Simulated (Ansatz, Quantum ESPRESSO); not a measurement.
# AlBiS3 (Pm-3m): zone-centre phonons, part 3 of 3

Wanted: the vibrations of AlBiS3 (Pm-3m) at Γ, by two programs.

Quantum ESPRESSO 8.0 development, patched; DFT LDA, scalar-relativistic, plane waves, PseudoDojo norm-conserving pseudopotentials.

So far. Step 5 (Linear response at Γ): The acoustic modes at Γ come out as far as 1.0 cm⁻¹ from zero, where they should vanish, a small numerical error. The lowest optical mode is imaginary, 165i cm⁻¹, an instability at this level and on this k mesh. Step 6 (Zone-centre analysis): The rule moves no optical mode by more than 0.1 cm⁻¹.

The structure was built from a prototype and need not be the compound's stable phase.

## (8) The same in Ansatz

The same cell goes through another code at the same cutoff. The files are of one family, but Ansatz's library holds files of its own making for some heavy elements, so those for Bi may differ. Its k mesh is centred on Γ.

This step: DFT LDA, scalar-relativistic, plane waves, norm-conserving pseudopotentials of its library (PseudoDojo's, some remade) (Ansatz 0.2.0).

input.yaml

```yaml
crystal:
  lattice:
    - [4.5693971297, 0.0, 0.0]
    - [0.0, 4.5693971297, 0.0]
    - [0.0, 0.0, 4.5693971297]
  atoms:
    - { symbol: Bi, position: [0.0, 0.0, 0.0] }
    - { symbol: Al, position: [0.5, 0.5, 0.5] }
    - { symbol: S, position: [0.5, 0.5, 0.0] }
    - { symbol: S, position: [0.5, 0.0, 0.5] }
    - { symbol: S, position: [0.0, 0.5, 0.5] }
kpoints:
  mp_grid: { grid: [8, 8, 8] }
hamiltonian:
  xc: lda
  pseudopotentials: { kind: nc, accuracy: standard }
scf:
  occupations: { method: cold, width: 0.27211 }
output:
  eigenvalues: true
basis:
  ecutwfc: 952.399
phonons:
  method: dfpt
```

Command:

```
> ansatz run input.yaml --threads 4 --pin off --max-ram 16384MiB --backend cpu --events-out ev --progress --plain --runs-dir out
```

Output:

```text
zone centre: on kpoints.mp_grid the ground state, and the responses unless they are solved on pairs of k-points, stand on 125 of the mesh's 512 k-points, reduced under 8 symmetry operations, with k and −k counted as one. Each operation leaves every solved displacement unchanged or reverses it
Engine: ansatz 0.2.0, x86_64-unknown-linux-gnu
Pseudopotentials: kind: nc
Pseudopotential: Bi, nc, valence charge 15, recommended cutoff 952.398519 eV (normal), Bi.nc.azcp (PseudoDojo's, or run here from an input of PseudoDojo's; its table is named by hamiltonian.pseudopotentials.accuracy)
Pseudopotential: Al, nc, valence charge 3, recommended cutoff 598.650497 eV (normal), Al.nc.azcp (PseudoDojo's, or run here from an input of PseudoDojo's; its table is named by hamiltonian.pseudopotentials.accuracy)
Pseudopotential: S, nc, valence charge 6, recommended cutoff 734.707429 eV (normal), S.nc.azcp (PseudoDojo's, or run here from an input of PseudoDojo's; its table is named by hamiltonian.pseudopotentials.accuracy)
Functional definition: SPW92
  exchange = slater_x
  correlation = pw_c
Crystal: 5 atoms, lattice volume = 95.406 Å³
Basis set: ecut = 952.399 eV, 6403 PW (Γ), exchange–correlation on 96×96×96 points (8 copies of the dense FFT grid, shifted against one another)
Bands: 23, of which v1, the nominal top of the filled ones, is band 18 counted from 1 (17 counted from 0)
Symmetry: 48 space group operations
k-points: 125 of 512 (irreducible under 8 space group operations)
Non-local potential: Bi, projectors of the file, l = 0: 2, l = 1: 2, l = 2: 2, l = 3: 2
Non-local potential: Al, projectors of the file, l = 0: 2, l = 1: 2, l = 2: 2
Non-local potential: S, projectors of the file, l = 0: 2, l = 1: 2, l = 2: 2
Initial density: superposition of atomic densities (chi_scale 0.1, normalization cell, long waves kept (reshape's long-wave potential 0.01 eV rms))
Initial wavefunctions: pseudopotential atomic-orbital guess
Functional: x = slater, c = lda
SCF iter   1: F=—  HF=-3192.214253 eV  |F-HF|=—  |Δ(HF+E_count)|=         —  Δρ=4.14e-2  dr2=3.34e0  ethr=3.10e-3  ⟨swp⟩=6.8  Hψ=14706  notcnv=0
preconditioner: auto → Kerker (q_TF=auto, 2.319 Å⁻¹)  [metal: Δε(μ)=0.103 eV  Ē_g=13.764 eV  σ=0.272 eV  W_gap=0.23  n_scr=18 (ndim 8)  ℏωp=22.8 eV  f_vac=0.000  D(μ)=0.69/eV (n_scr^D=0)]
SCF iter   2: F=—  HF=-3191.525927 eV  |F-HF|=—  |Δ(HF+E_count)|=   6.88e-1  S|Δr|=    0.00e0  Δρ=2.05e-2  dr2=7.74e-1  ethr=3.10e-3  ⟨swp⟩=2.3  Hψ=5118  notcnv=0
SCF iter   3: F=—  HF=-3191.345753 eV  |F-HF|=—  |Δ(HF+E_count)|=   1.80e-1  S|Δr|=    0.00e0  Δρ=5.23e-3  dr2=2.52e-2  ethr=2.15e-3  ⟨swp⟩=2.1  Hψ=3900  notcnv=0
SCF iter   4: F=—  HF=-3191.341385 eV  |F-HF|=—  |Δ(HF+E_count)|=   4.37e-3  S|Δr|=    0.00e0  Δρ=2.14e-3  dr2=1.24e-2  ethr=7.00e-5  ⟨swp⟩=2.1  Hψ=4881  notcnv=0  defer=12
SCF iter   5: F=—  HF=-3191.339085 eV  |F-HF|=—  |Δ(HF+E_count)|=   2.30e-3  S|Δr|=    0.00e0  Δρ=5.48e-4  dr2=7.16e-4  ethr=3.44e-5  ⟨swp⟩=1.0  Hψ=3040  notcnv=0  defer=14
SCF iter   6: F=—  HF=-3191.338958 eV  |F-HF|=—  |Δ(HF+E_count)|=   1.27e-4  S|Δr|=    0.00e0  Δρ=8.92e-5  dr2=8.77e-6  ethr=1.99e-6  ⟨swp⟩=2.4  Hψ=4124  notcnv=0  defer=14
SCF iter   7: F=—  HF=-3191.338961 eV  |F-HF|=—  |Δ(HF+E_count)|=   2.38e-6  S|Δr|=    0.00e0  Δρ=7.88e-5  dr2=1.45e-5  ethr=2.44e-8  ⟨swp⟩=2.1  Hψ=4662  notcnv=0  defer=14
SCF iter   8: F=—  HF=-3191.338957 eV  |F-HF|=—  |Δ(HF+E_count)|=   3.73e-6  S|Δr|=    0.00e0  Δρ=6.73e-6  dr2=8.92e-8  ethr=2.44e-8  ⟨swp⟩=2.1  Hψ=3977  notcnv=0  defer=14
SCF iter   9: F=—  HF=-3191.338920 eV  |F-HF|=—  |Δ(HF+E_count)|=   3.70e-5  S|Δr|=    0.00e0  Δρ=9.86e-7  dr2=2.83e-9  ethr=2.48e-10  ⟨swp⟩=2.3  Hψ=4829  notcnv=0  defer=24
SCF iter  10: F=—  HF=-3191.338920 eV  |F-HF|=—  |Δ(HF+E_count)|=  5.12e-10  S|Δr|=    0.00e0  Δρ=1.39e-7  dr2=2.03e-11  ethr=7.87e-12  ⟨swp⟩=2.4  Hψ=4723  notcnv=0  defer=24
SCF iter  11: F=-3191.338920 eV  HF=-3191.338920 eV  |F-HF|=9.09e-13  |Δ(HF+E_count)|=  1.82e-12  S|Δr|=    0.00e0  Δρ=2.03e-8  dr2=3.16e-13  ethr=1.00e-12  ⟨swp⟩=9.3  Hψ=17334  notcnv=0
SCF 1 converged in 11 iterations: F = -3191.338920 eV  dr2 = 3.16e-13
DFPT response loops at Γ: preconditioner auto → Kerker (q_TF=auto, 2.319 Å⁻¹) (partly filled bands, converged f_vac=0.000); β = 1.00, the filter's whole step (`scf.mixing.beta` (0.50) is not read by the response loops under this deck's `scf.mixing.preconditioner`; to damp them name `kerker` or `kerker_dos`, under which they read `scf.mixing.beta`, and type it under 1.00, their step now; both keys bind the ground state too); Broyden in place of MSR1
SCF converged after 11 iterations
Stability not checked: this state was not tested for a lower state beside it, because cold or Methfessel-Paxton smearing, or corrected tetrahedra, fill the levels in a way that the test cannot read (fill_not_monotonic; see scf.lower_state_search)
Free energy (F): -3191.338920 eV
Harris-Foulkes:  -3191.338920 eV  (|F-HF|=9.09e-13)
Internal energy: -3191.306882 eV  (E = F + TS)
E sigma→0 (E₀):  -3191.328240 eV
Entropy (-TS):   -0.032038 eV (-6.408 meV/atom)
Fermi energy:    9.151257 eV
--- Per-component energies (eV) ---
  E_band       = -62.288180
  E_kinetic    = 1410.758180
  E_local      = -1631.412106  (includes V_loc(G=0)·N_el)
  E_nonlocal   = -281.024357
  E_hartree    = 530.274644
  E_xc         = -867.004386
  E_vxc        = -621.159186  (∫ρ·V_xc dr)
  E_ewald      = -2352.898857
  E_smearing   = -0.032038  (= −TS)
  E_closure    = 0.000000  (closes the sum)
  Σ components = -3191.338920   (vs F -3191.338920, Δ=0.00e0)
--- Band table (eV; the first three rows and the last of 125) ---
  k-point 0: bands = [... 14 lower, 7.3937, 7.6807, 7.6807, 7.6807, 9.7697, 12.2619, 12.2619, 12.2619, ... 1 higher]
  k-point 1: bands = [... 14 lower, 7.1975, 7.5530, 7.6553, 7.6553, 10.2820, 11.7030, 12.0061, 12.0061, ... 1 higher]
  k-point 2: bands = [... 14 lower, 6.6194, 7.2760, 7.7974, 7.7974, 10.4818, 11.4352, 11.4864, 11.4864, ... 1 higher]
  k-point 124: bands = [... 14 lower, 7.5777, 9.4002, 9.4002, 9.4002, 12.3321, 12.3321, 12.3321, 13.5505, ... 1 higher]
--- Phonons (Γ-DFPT): 4 representative perturbations + reference, on 125 of 512 k-points (Σ response iterations 12) ---
  k mesh reduced under 8 symmetry operations, with k and −k counted as one. Each operation leaves every solved displacement unchanged or reverses it
  ASR residual: 4.161e-5 → 0.000e0 eV/Å²; symmetrization residual: 9.122e-6 eV/Å²
  ASR residual per site (eV/Å²): 4.16e-5 3.82e-5 3.38e-5 3.38e-5 3.38e-5
  Γ frequencies (cm⁻¹): -166.34 -166.34 -166.34 -152.16 -152.16 -152.16 0.00 0.00 0.00 105.17 105.17 105.17 467.96 467.96 467.96
  non-analytic LO–TO correction: not included (Born effective charges unavailable; polar crystals: no LO–TO splitting at Γ)
```

Elapsed: 64 s, on 4 threads of Intel Xeon Platinum 8488C (Sapphire Rapids), shared host; peak memory 3.3 GiB; 4 min of CPU time.

This step gave:

| Quantity | Value |
| --- | --- |
| sum-rule residual before enforcement | 4.16e-5 eV/Å² |
| highest optical zone-centre mode (no LO-TO term) | 468.0 cm⁻¹ |
| lowest optical zone-centre mode | -166.3 cm⁻¹ |

## (9) Side by side: QE PseudoDojo and Ansatz, library NC

Worked out from the results:

```
root-mean-square difference : 0.77 cm⁻¹
largest difference          : 1.26 cm⁻¹
```

The 12 of 12 modes that differ most. Frequencies side by side:

```tsv
q (reciprocal lattice)	mode	QE PseudoDojo (cm⁻¹)	Ansatz, library NC (cm⁻¹)
0 0 0	1	-165.4	-166.3
0 0 0	2	-165.4	-166.3
0 0 0	3	-165.4	-166.3
0 0 0	4	-150.9	-152.2
0 0 0	5	-150.9	-152.2
0 0 0	6	-150.9	-152.2
0 0 0	10	105.2	105.2
0 0 0	11	105.2	105.2
0 0 0	12	105.2	105.2
0 0 0	13	467.9	468
0 0 0	14	467.9	468
0 0 0	15	467.9	468
```

At the zone centre the largest difference (acoustic modes at Γ apart) is 0.3 % of the highest mode.

## (10) Outcome

| Item | Value |
| --- | --- |
| space group after relaxation | Pm-3m |
| volume per atom | 19.1 Å³ |
| highest optical zone-centre mode (no LO-TO term) | 467.9 cm⁻¹ |
| lowest optical zone-centre mode | -165.4 cm⁻¹ |
| imaginary optical modes at the zone centre (no q mesh in this session) | yes |
| largest difference from Ansatz, library NC | 1.26 cm⁻¹ |

At the LDA level the optical modes of AlBiS3 (Pm-3m) at the zone centre run from 165i to 468 cm⁻¹, so the structure is a saddle point, with 6 modes beyond 10i cm⁻¹ there. Of the 12 optical modes, 3 are silent and 9 are infrared active alone. QE PseudoDojo and Ansatz, library NC differ by 0.8 cm⁻¹ in the root mean square and by 1.3 cm⁻¹ at most, 0.3 % of the highest mode compared (acoustic modes at Γ left out); the two use different potentials, and the cell was not relaxed for the second set. These are harmonic frequencies at zero temperature: anharmonic shifts and linewidths and thermal expansion are left out. Spin-orbit coupling is left out, which can matter for the heavy elements here. In a metal the frequencies hang on the k mesh and the smearing, most of all near Kohn anomalies. The total energies of the two programs lie far apart, so at least one potential file in Ansatz's library differs from the published one read by the first program. The build is a development version in which the Raman tensors of release 7.5 are mended; dynmat.x leaves out the electro-optic term of LO lines. The structure is a hypothetical one, built on a prototype.

[Host names and launcher messages were left out of these logs when they were recorded.]

[Logs are printed without paths, hosts, clocks, repeated set-up lines and the standing remarks that a program may print on its own settings, such as how far it seeks lower states.]

[Hosts, paths, dates, database ids (printed as entryN), source tags and the programs' standing remarks are cut or masked in the printed files.]
